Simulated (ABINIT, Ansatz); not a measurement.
# Quasiparticle gap of NaAsF6 (R-3) in ABINIT, part 2 of 3

Aim: the G0W0 gap of NaAsF6 (R-3) on PBEsol, step by step.

ABINIT 10.8.3; PBEsol and many-body steps on it, plane waves. Known limits of the many-body steps: not at the basis limit; no spin-orbit coupling; coarse k mesh.

So far. Step 2 (Ground state): The gap is indirect, with the least direct gap 0.08 eV higher.

### 3. Bands along the symmetry lines

Level of this step: DFT, PBEsol, plane waves, norm-conserving pseudopotentials (ABINIT).

Levels along a band path, at the cheap level, show where the edges lie and whether the meshes to come will hold them.

run.abi

```
acell 3*1.0 Angstrom
rprim 
  2.548317025914 1.471271520892 4.707294566700
  -2.548317025914 1.471271520892 4.707294566700
  0.000000000000 -2.942543041784 4.707294566700
ntypat 3
znucl 11 33 9
natom 8
typat 1 2 3 3 3 3 3 3
xred 
  0.500000000000 0.500000000000 0.500000000000
  -0.000000000000 0.000000000000 0.000000000000
  0.348130510000 0.076071740000 0.790012280000
  0.790012280000 0.348130510000 0.076071740000
  0.076071740000 0.790012280000 0.348130510000
  0.651869490000 0.923928260000 0.209987720000
  0.209987720000 0.651869490000 0.923928260000
  0.923928260000 0.209987720000 0.651869490000
pp_dirpath "pseudos"
pseudos "Na.upf, As.upf, F.upf"
ecut 44
iscf -2
irdden 1
kptopt 0
nkpt 31
kpt 
  0.00000000 0.00000000 0.00000000
  -0.12500000 -0.12500000 -0.12500000
  -0.25000000 -0.25000000 -0.25000000
  -0.37500000 -0.37500000 -0.37500000
  -0.50000000 -0.50000000 -0.50000000
  -0.50000000 -0.43294806 -0.56705194
  -0.50000000 -0.36589613 -0.63410387
  -0.50000000 -0.29884419 -0.70115581
  -0.50000000 -0.23179225 -0.76820775
  -0.23179225 0.23179225 -0.50000000
  -0.17384419 0.17384419 -0.50000000
  -0.11589613 0.11589613 -0.50000000
  -0.05794806 0.05794806 -0.50000000
  0.00000000 0.00000000 -0.50000000
  0.00000000 0.00000000 -0.37500000
  0.00000000 0.00000000 -0.25000000
  0.00000000 0.00000000 -0.12500000
  0.00000000 0.00000000 0.00000000
  0.00000000 0.09147403 -0.09147403
  0.00000000 0.18294806 -0.18294806
  0.00000000 0.27442210 -0.27442210
  0.00000000 0.36589613 -0.36589613
  -0.36589613 0.00000000 -0.63410387
  -0.39942210 0.00000000 -0.60057790
  -0.43294806 0.00000000 -0.56705194
  -0.46647403 0.00000000 -0.53352597
  -0.50000000 0.00000000 -0.50000000
  -0.37500000 0.00000000 -0.37500000
  -0.25000000 0.00000000 -0.25000000
  -0.12500000 0.00000000 -0.12500000
  0.00000000 0.00000000 0.00000000
istwfk *1
nband 44
nbdbuf 2
tolwfr 1e-08
nstep 40
prtwf 0
prtvol 0
indata_prefix "in"
outdata_prefix "out"
tmpdata_prefix "tmp"
```

The run is started by

```
OMP_NUM_THREADS=1 mpirun -n 4 abinit run.abi > log
```

Numbers of over 12 decimals in the logs are rounded to 6 here.

Log:

```text
.Version 10.8.3 of ABINIT. v10.8.2 released Aug 2026.

 Symmetries : space group R-3 (#148); Bravais hR (rhombohedral)
[... echo of the input left out ...]
== DATASET  1 ==================================================================
-   mpi_nproc: 4, omp_nthreads: 1 (-1 if OMP is not activated)

--- !DatasetInfo
iteration_state: {dtset: 1, }
dimensions: {natom: 8, nkpt: 31, mband: 44, nsppol: 1, nspinor: 1, nspden: 1, mpw: 9999, }
cutoff_energies: {ecut:  44.0, pawecutdg:  -1.0, }
electrons: {nelect:   7.40000000E+01, charge:   0.00000000E+00, occopt:   1.00000000E+00, tsmear:   1.00000000E-02, }

 Real(R)+Recip(G) space primitive vectors, cartesian coordinates (Bohr,Bohr^-1):
 R(1)=  4.8156213  2.7803002  8.8954975  G(1)=  0.1038288  0.0599456  0.0374721
 R(2)= -4.8156213  2.7803002  8.8954975  G(2)= -0.1038288  0.0599456  0.0374721
 R(3)=  0.0000000 -5.5606005  8.8954975  G(3)=  0.0000000 -0.1198911  0.0374721
 Unit cell volume ucvol=  7.1460411E+02 bohr^3
 Angles (23,13,12)=  5.46512371E+01  5.46512371E+01  5.46512371E+01 degrees

 getcut: wavevector=  0.0000  0.0000  0.0000  ngfft=  64  64  64
         ecut(hartree)=     44.000   => boxcut(ratio)=   2.04364

--- Pseudopotential description ------------------------------------------------
- Na Generated using ONCVPSP code by D. R. Hamann
- 11.00000   9.00000  180301                  znucl, zion, pspdat
12 -116133 1 -1 2016                          pspcod,pspxc,lmax,lloc,mmax
     nproj     2     2     0
  pspatm : epsatm=    9.32918808
         --- l  ekb(1:nproj) -->
             0    2.657905   -0.678300
             1   -6.761319   -2.404728
 pspatm: atomic psp has been read  and splines computed

- As Generated using ONCVPSP code by D. R. Hamann
- 33.00000  23.00000  180301                  znucl, zion, pspdat
12 -116133 2 -1 1342                          pspcod,pspxc,lmax,lloc,mmax
     nproj     2     2     2
  pspatm : epsatm=   24.49033745
         --- l  ekb(1:nproj) -->
             0    4.082903   -2.226558
[...]
pspatm: atomic psp has been read  and splines computed

- F Generated using ONCVPSP code by D. R. Hamann
-  9.00000   7.00000  180301                  znucl, zion, pspdat
12 -116133 2 -1 832                           pspcod,pspxc,lmax,lloc,mmax
     nproj     2     2     1
  pspatm : epsatm=    4.89824381
         --- l  ekb(1:nproj) -->
[...]
2   -2.394754
 pspatm: atomic psp has been read  and splines computed

--------------------------------------------------------------------------------

================================================================================
 prteigrs : about to open file out_EIG
 Non-SCF case, kpt    1 (  0.00000  0.00000  0.00000), residuals and eigenvalues=
  3.97E-09  3.04E-09  8.34E-09  1.98E-09  6.38E-09  1.57E-09  3.16E-09  1.83E-09
[...]
4.5871E-01  4.7858E-01
 Non-SCF case, kpt   31 (  0.00000  0.00000  0.00000), residuals and eigenvalues=
[...]
-1.1003E-01 -1.0444E-01 -1.0059E-01 -1.0059E-01 -9.5739E-02 -8.5477E-02
 -8.5477E-02  1.2381E-01  3.0388E-01  3.4824E-01  3.7012E-01  3.7012E-01
  4.7177E-01  4.7931E-01

--- !ResultsGS
iteration_state: {dtset: 1, }
comment   : Summary of ground state results
lattice_vectors:
- [  4.8156213,   2.7803002,   8.8954975, ]
- [ -4.8156213,   2.7803002,   8.8954975, ]
- [  0.0000000,  -5.5606005,   8.8954975, ]
lattice_lengths: [  10.49048,   10.49048,   10.49048, ]
lattice_angles: [ 54.651,  54.651,  54.651, ] # degrees, (23, 13, 12)
lattice_volume:   7.1460411E+02
convergence: {deltae:  0.000E+00, res2:  0.000E+00, residm:  9.978E-09, diffor:  0.000E+00, }
etotal    :  -4.98267992E+02
entropy   :   0.00000000E+00
fermie    :  -8.26250627E-02
cartesian_stress_tensor: null
pressure_GPa: null
xred      :
- [  5.0000E-01,   5.0000E-01,   5.0000E-01, Na]
- [  0.0000E+00,   0.0000E+00,   0.0000E+00, As]
- [  3.4813E-01,   7.6072E-02,   7.9001E-01,  F]
- [  7.9001E-01,   3.4813E-01,   7.6072E-02,  F]
- [  7.6072E-02,   7.9001E-01,   3.4813E-01,  F]
- [  6.5187E-01,   9.2393E-01,   2.0999E-01,  F]
- [  2.0999E-01,   6.5187E-01,   9.2393E-01,  F]
- [  9.2393E-01,   2.0999E-01,   6.5187E-01,  F]
cartesian_forces: null
force_length_stats: {min: null, max: null, mean: null, }

 Integrated electronic density in atomic spheres:
 ------------------------------------------------
 Atom  Sphere_radius  Integrated_density
[...]
================================================================================

 ----iterations are completed or convergence reached----

 Mean square residual over all n,k,spin=   47.553E-10; max=  99.779E-10
 reduced coordinates (array xred) for    8 atoms
[...]
0.209987720000      0.651869490000      0.923928260000
       0.923928260000      0.209987720000      0.651869490000

 cartesian coordinates (angstrom) at end:
[...]
length scales=  1.889726125908  1.889726125908  1.889726125908 bohr
              =  1.000000000000  1.000000000000  1.000000000000 angstroms
 prteigrs : about to open file out_EIG
 Eigenvalues (hartree) for nkpt=  31  k points:
 kpt#   1, nband= 44, wtk=  1.00000, kpt=  0.0000  0.0000  0.0000 (reduced coord)
[...]
kpt#   2, nband= 44, wtk=  1.00000, kpt= -0.1250 -0.1250 -0.1250 (reduced coord)
[...]
kpt#   3, nband= 44, wtk=  1.00000, kpt= -0.2500 -0.2500 -0.2500 (reduced coord)
[...]
kpt#  30, nband= 44, wtk=  1.00000, kpt= -0.1250  0.0000 -0.1250 (reduced coord)
[...]
0.36653    0.37568    0.45871    0.47858
 kpt#  31, nband= 44, wtk=  1.00000, kpt=  0.0000  0.0000  0.0000 (reduced coord)
[...]
-0.16740   -0.16740   -0.14989   -0.14989   -0.12279   -0.11003   -0.11003   -0.10444
  -0.10059   -0.10059   -0.09574   -0.08548   -0.08548    0.12381    0.30388    0.34824
   0.37012    0.37012    0.47177    0.47931

== END DATASET(S) ==============================================================
================================================================================

 -outvars: echo values of variables after computation  --------
            nband          44
             nkpt          31
          spgroup         148
 [... the other variables as echoed above ...]

 Calculation completed.
```

The job ended after 79 s (4 MPI ranks of Arm Neoverse V1, shared host; peak memory 0.59 GiB).

This step gave:

- gap: 5.618 eV
- k of the valence top: -0.5, 0, -0.5
- k of the conduction bottom: 0, 0, 0
- least direct gap: 5.695 eV

The gap is 5.618 eV, as in the run before at this level.

The electronic bands at the labelled points (eV, zero at the top of the highest filled band):

```
     point  band 34  band 35  band 36  band 37  band 38  band 39  band 40  band 41
         Γ    -0.49    -0.36    -0.08    -0.08     5.62    10.52    11.72    12.32
   halfway    -0.52    -0.31    -0.06    -0.06     5.99    10.29    11.89    12.39
         T    -0.54    -0.26    -0.05    -0.05     6.38    10.07    12.05    12.46
   halfway    -0.62    -0.17    -0.05    -0.05     6.48    10.52    11.76    12.15
        H2    -0.71    -0.08    -0.04    -0.04     6.54    11.26    11.48    11.68
jump to H0    -0.71    -0.08    -0.04    -0.04     6.54    11.26    11.48    11.68
   halfway    -0.66    -0.07    -0.06    -0.02     6.47    10.76    11.60    12.14
         L    -0.57    -0.10    -0.06    -0.02     6.42    10.57    11.98    12.00
   halfway    -0.54    -0.20    -0.08    -0.04     6.03    10.42    12.06    12.08
         Γ    -0.49    -0.36    -0.08    -0.08     5.62    10.52    11.72    12.32
   halfway    -0.62    -0.15    -0.06    -0.04     6.16    10.44    11.85    12.22
        S0    -0.65    -0.08    -0.05    -0.01     6.52    11.09    11.42    12.20
jump to S2    -0.65    -0.08    -0.05    -0.01     6.52    11.09    11.42    12.20
   halfway    -0.63    -0.11    -0.08     0.00     6.52    11.11    11.68    12.13
         F    -0.61    -0.13    -0.09     0.00     6.52    11.09    11.85    12.12
   halfway    -0.59    -0.20    -0.08    -0.03     6.12    10.47    11.94    12.05
         Γ    -0.49    -0.36    -0.08    -0.08     5.62    10.52    11.72    12.32
```

### 4. Empty states on the mesh, 2×2×2 mesh, 229 bands

The sums over transitions need many empty states on a uniform mesh; this step solves for them.

run.abi

```
acell 3*1.0 Angstrom
rprim 
  2.548317025914 1.471271520892 4.707294566700
  -2.548317025914 1.471271520892 4.707294566700
  0.000000000000 -2.942543041784 4.707294566700
ntypat 3
znucl 11 33 9
natom 8
typat 1 2 3 3 3 3 3 3
xred 
  0.500000000000 0.500000000000 0.500000000000
  -0.000000000000 0.000000000000 0.000000000000
  0.348130510000 0.076071740000 0.790012280000
  0.790012280000 0.348130510000 0.076071740000
  0.076071740000 0.790012280000 0.348130510000
  0.651869490000 0.923928260000 0.209987720000
  0.209987720000 0.651869490000 0.923928260000
  0.923928260000 0.209987720000 0.651869490000
pp_dirpath "pseudos"
pseudos "Na.upf, As.upf, F.upf"
ecut 44
ngkpt 2 2 2
nshiftk 1
shiftk 0 0 0
kptopt 1
chksymbreak 0
iscf -2
irdden 1
istwfk *1
nband 229
nbdbuf 20
tolwfr 1e-09
nstep 60
prtvol 0
indata_prefix "in"
outdata_prefix "out"
tmpdata_prefix "tmp"
```

Log:

```text
.Version 10.8.3 of ABINIT. v10.8.2 released Aug 2026.

 Symmetries : space group R-3 (#148); Bravais hR (rhombohedral)
[... echo of the input left out ...]
== DATASET  1 ==================================================================
-   mpi_nproc: 4, omp_nthreads: 1 (-1 if OMP is not activated)

--- !DatasetInfo
iteration_state: {dtset: 1, }
dimensions: {natom: 8, nkpt: 4, mband: 229, nsppol: 1, nspinor: 1, nspden: 1, mpw: 9990, }
cutoff_energies: {ecut:  44.0, pawecutdg:  -1.0, }
electrons: {nelect:   7.40000000E+01, charge:   0.00000000E+00, occopt:   1.00000000E+00, tsmear:   1.00000000E-02, }

 Real(R)+Recip(G) space primitive vectors, cartesian coordinates (Bohr,Bohr^-1):
 R(1)=  4.8156213  2.7803002  8.8954975  G(1)=  0.1038288  0.0599456  0.0374721
 R(2)= -4.8156213  2.7803002  8.8954975  G(2)= -0.1038288  0.0599456  0.0374721
 R(3)=  0.0000000 -5.5606005  8.8954975  G(3)=  0.0000000 -0.1198911  0.0374721
 Unit cell volume ucvol=  7.1460411E+02 bohr^3
 Angles (23,13,12)=  5.46512371E+01  5.46512371E+01  5.46512371E+01 degrees

 getcut: wavevector=  0.0000  0.0000  0.0000  ngfft=  64  64  64
         ecut(hartree)=     44.000   => boxcut(ratio)=   2.04364

--- Pseudopotential description ------------------------------------------------
- Na Generated using ONCVPSP code by D. R. Hamann
- 11.00000   9.00000  180301                  znucl, zion, pspdat
12 -116133 1 -1 2016                          pspcod,pspxc,lmax,lloc,mmax
     nproj     2     2     0
  pspatm : epsatm=    9.32918808
         --- l  ekb(1:nproj) -->
             0    2.657905   -0.678300
             1   -6.761319   -2.404728
 pspatm: atomic psp has been read  and splines computed

- As Generated using ONCVPSP code by D. R. Hamann
- 33.00000  23.00000  180301                  znucl, zion, pspdat
12 -116133 2 -1 1342                          pspcod,pspxc,lmax,lloc,mmax
     nproj     2     2     2
  pspatm : epsatm=   24.49033745
         --- l  ekb(1:nproj) -->
             0    4.082903   -2.226558
[...]
pspatm: atomic psp has been read  and splines computed

- F Generated using ONCVPSP code by D. R. Hamann
-  9.00000   7.00000  180301                  znucl, zion, pspdat
12 -116133 2 -1 832                           pspcod,pspxc,lmax,lloc,mmax
     nproj     2     2     1
  pspatm : epsatm=    4.89824381
         --- l  ekb(1:nproj) -->
[...]
2   -2.394754
 pspatm: atomic psp has been read  and splines computed

--------------------------------------------------------------------------------

================================================================================
 prteigrs : about to open file out_EIG
 Non-SCF case, kpt    1 (  0.00000  0.00000  0.00000), residuals and eigenvalues=
  2.67E-10  1.53E-10  1.92E-10  2.34E-10  3.13E-10  4.48E-10  7.68E-10  5.82E-10
[...]
1.74E-05  8.37E-05  1.51E-04  1.79E-04  2.48E-03
 -6.8561E+00 -4.7792E+00 -4.7792E+00 -4.7791E+00 -1.7811E+00 -1.3725E+00
 -1.3725E+00 -1.3671E+00 -1.3671E+00 -1.3670E+00 -8.9940E-01 -8.3966E-01
 -8.3738E-01 -8.3738E-01 -8.0770E-01 -8.0770E-01 -7.5478E-01 -7.5478E-01
[...]
2.9666E+00  2.9741E+00  2.9863E+00  3.0036E+00  3.0036E+00  3.0197E+00
  3.0311E+00  3.0311E+00  3.1010E+00  3.1011E+00  3.1155E+00  3.1158E+00
  3.1318E+00
 prteigrs : prtvol=0 or 1, do not print more k-points.

--- !ResultsGS
iteration_state: {dtset: 1, }
comment   : Summary of ground state results
lattice_vectors:
- [  4.8156213,   2.7803002,   8.8954975, ]
- [ -4.8156213,   2.7803002,   8.8954975, ]
- [  0.0000000,  -5.5606005,   8.8954975, ]
lattice_lengths: [  10.49048,   10.49048,   10.49048, ]
lattice_angles: [ 54.651,  54.651,  54.651, ] # degrees, (23, 13, 12)
lattice_volume:   7.1460411E+02
convergence: {deltae:  0.000E+00, res2:  0.000E+00, residm:  9.991E-10, diffor:  0.000E+00, }
etotal    :  -4.98267992E+02
entropy   :   0.00000000E+00
fermie    :  -8.26250627E-02
cartesian_stress_tensor: null
pressure_GPa: null
xred      :
- [  5.0000E-01,   5.0000E-01,   5.0000E-01, Na]
- [  0.0000E+00,   0.0000E+00,   0.0000E+00, As]
- [  3.4813E-01,   7.6072E-02,   7.9001E-01,  F]
- [  7.9001E-01,   3.4813E-01,   7.6072E-02,  F]
- [  7.6072E-02,   7.9001E-01,   3.4813E-01,  F]
- [  6.5187E-01,   9.2393E-01,   2.0999E-01,  F]
- [  2.0999E-01,   6.5187E-01,   9.2393E-01,  F]
- [  9.2393E-01,   2.0999E-01,   6.5187E-01,  F]
cartesian_forces: null
force_length_stats: {min: null, max: null, mean: null, }

 Integrated electronic density in atomic spheres:
 ------------------------------------------------
 Atom  Sphere_radius  Integrated_density
[...]
================================================================================

 ----iterations are completed or convergence reached----

 Mean square residual over all n,k,spin=   40.364E-11; max=  99.914E-11
 reduced coordinates (array xred) for    8 atoms
[...]
0.209987720000      0.651869490000      0.923928260000
       0.923928260000      0.209987720000      0.651869490000

 cartesian coordinates (angstrom) at end:
    1      0.000000     0.000000     7.060942
    2      0.000000     0.000000     0.000000
    3      0.693292    -1.700528     5.715665
[...]
7     -1.126055    -1.450673     8.406218
    8      1.819347    -0.249856     8.406218
 length scales=  1.889726125908  1.889726125908  1.889726125908 bohr
              =  1.000000000000  1.000000000000  1.000000000000 angstroms
 prteigrs : about to open file out_EIG
 Eigenvalues (hartree) for nkpt=   4  k points:
 kpt#   1, nband=229, wtk=  0.12500, kpt=  0.0000  0.0000  0.0000 (reduced coord)
[...]
2.86009    2.89151    2.89151    2.91401    2.92712    2.92712    2.94215    2.96663
   2.96663    2.97406    2.98631    3.00365    3.00365    3.01967    3.03106    3.03106
   3.10097    3.10107    3.11547    3.11579    3.13185
 prteigrs : prtvol=0 or 1, do not print more k-points.

== END DATASET(S) ==============================================================
================================================================================

 -outvars: echo values of variables after computation  --------
            nband         229
             nkpt           4
          spgroup         148
 [... the other variables as echoed above ...]

 Calculation completed.
```

The job ended after 95 s (4 MPI ranks; peak memory 0.52 GiB; 6.3 min of CPU time).

This step gave:

| Quantity | Value |
| --- | --- |
| gap | 5.618 eV |
| k of the valence top | 0.5, 0.5, 0 |
| k of the conduction bottom | 0, 0, 0 |
| least direct gap | 5.695 eV |
| k points computed | 4 |
| lowest point of the top converged band, above the valence top | 79.4621 eV |

On this mesh the gap is 5.618 eV.

### 5. Screening, 2×2×2 mesh, 209 bands, screening to 176.9 eV

The RPA dielectric matrix is built and inverted for each q.

This step: RPA screening on PBEsol, plane waves, norm-conserving pseudopotentials.

Changes to run.abi since step 4:

```diff
@@ -26,10 +26,11 @@
 chksymbreak 0
-iscf -2
-irdden 1
 istwfk *1
-nband 229
-nbdbuf 20
-tolwfr 1e-09
-nstep 60
-prtvol 0
+occopt 1
+irdwfk 1
+optdriver 3
+nband 209
+ecuteps 6.5
+inclvkb 2
+awtr 1
+symchi 1
 indata_prefix "in"
```

Log:

```text
.Version 10.8.3 of ABINIT. v10.8.2 released Aug 2026.

 Symmetries : space group R-3 (#148); Bravais hR (rhombohedral)
[... echo of the input left out ...]
== DATASET  1 ==================================================================
-   mpi_nproc: 4, omp_nthreads: 1 (-1 if OMP is not activated)

--- !DatasetInfo
iteration_state: {dtset: 1, }
dimensions: {natom: 8, nkpt: 4, mband: 209, nsppol: 1, nspinor: 1, nspden: 1, mpw: 9990, }
cutoff_energies: {ecut:  44.0, pawecutdg:  -1.0, }
electrons: {nelect:   7.40000000E+01, charge:   0.00000000E+00, occopt:   1.00000000E+00, tsmear:   1.00000000E-02, }

 SCREENING: Calculation of the susceptibility and dielectric matrices

 Based on a program developped by R.W. Godby, V. Olevano, G. Onida, and L. Reining.
 Incorporated in ABINIT by V. Olevano, G.-M. Rignanese, and M. Torrent.
.Using double precision arithmetic ; gwpc =  8

[... cell and pseudopotentials left out ...]
--------------------------------------------------------------------------------

 ==== K-mesh for the wavefunctions ====
 Number of points in the irreducible wedge :     4
[... list of points left out ...]
 Together with  6 symmetry operations and time-reversal symmetry
 yields     8 points in the full Brillouin Zone.

 ==== Q-mesh for the screening function ====
 Number of points in the irreducible wedge :     4
[... list of points left out ...]
 Together with  6 symmetry operations and time-reversal symmetry
 yields     8 points in the full Brillouin Zone.

 setmesh: FFT mesh size selected  =    45x   45x   45
          total number of points  =        91125

 vcoul_init : cutoff-mode = AUXILIARY_FUNCTION
 q-points for optical limit:   1
     1)      0.000010    0.000020    0.000030

- screening: taking advantage of time-reversal symmetry
- Maximum band index for partially occupied states nbvw = 37
- Remaining bands to be divided among processors   nbcw = 172
- Number of bands treated by each node ~43

 Number of electrons calculated from density =   74.0000; Expected =   74.0000
 average of density, n =  0.103554
 r_s =    1.3210
 omega_plasma =   31.0412 [eV]

 calculating chi0 at frequencies [eV] :
  1    0.000000E+00    0.000000E+00
  2    0.000000E+00    3.104121E+01

--------------------------------------------------------------------------------
  q-point number  1        q = ( 0.000000, 0.000000, 0.000000) [r.l.u.]
--------------------------------------------------------------------------------
[... chi0 elements left out ...]
 For q-point:  0.000010 0.000020 0.000030
  dielectric constant =   1.8705
  dielectric constant without local fields =   2.1040

  Average fulfillment of the sum rule on Im[epsilon] for q-point    1 :     46.81  [%]
[... wings left out ...]
  q-point number  2        q = ( 0.500000, 0.000000, 0.000000) [r.l.u.]
--------------------------------------------------------------------------------
[... chi0 elements left out ...]
  Average fulfillment of the sum rule on Im[epsilon] for q-point    2 :     50.70  [%]

 [... 2 further q-points ...]
```

Run time: 2.1 min. Hardware: 4 MPI ranks; peak memory 2.7 GiB.

Numbers from this step:

```
ε∞ with local fields, on this mesh, along the program's q direction : 1.871
the same without local fields                                       : 2.104
plasma frequency                                                    : 31.04 eV
plane waves in the screening matrix                                 : 563
```

Local fields lower ε∞ by 11 %. On a Γ-centred mesh this coarse the value itself is usually too large, while a short band sum pulls it down.

(Part 2 of 3 ends here.)

[Paths, hosts, dates, memory and timing lines, banners, echoed tables and standing remarks are left out of the program output.]

[Logs are printed without paths, hosts, clocks, repeated set-up lines and the standing remarks that a program may print on its own settings, such as how far it seeks lower states.]

[Runs of the session that timed out or met a known fault of the program may be left out.]

[Hosts, paths, dates, database ids (printed as entryN), source tags and the programs' standing remarks are cut or masked in the printed files.]

[G0W0 gaps are taken among the corrected bands and points alone; a level outside them can change the order at an edge.]

[Where Ansatz stands beside ABINIT at settings called matched, ABINIT's density can come from a denser mesh and the files from another edition; pairs whose starting gaps differed by over 0.03 eV were left out, so agreement reads better than it is.]
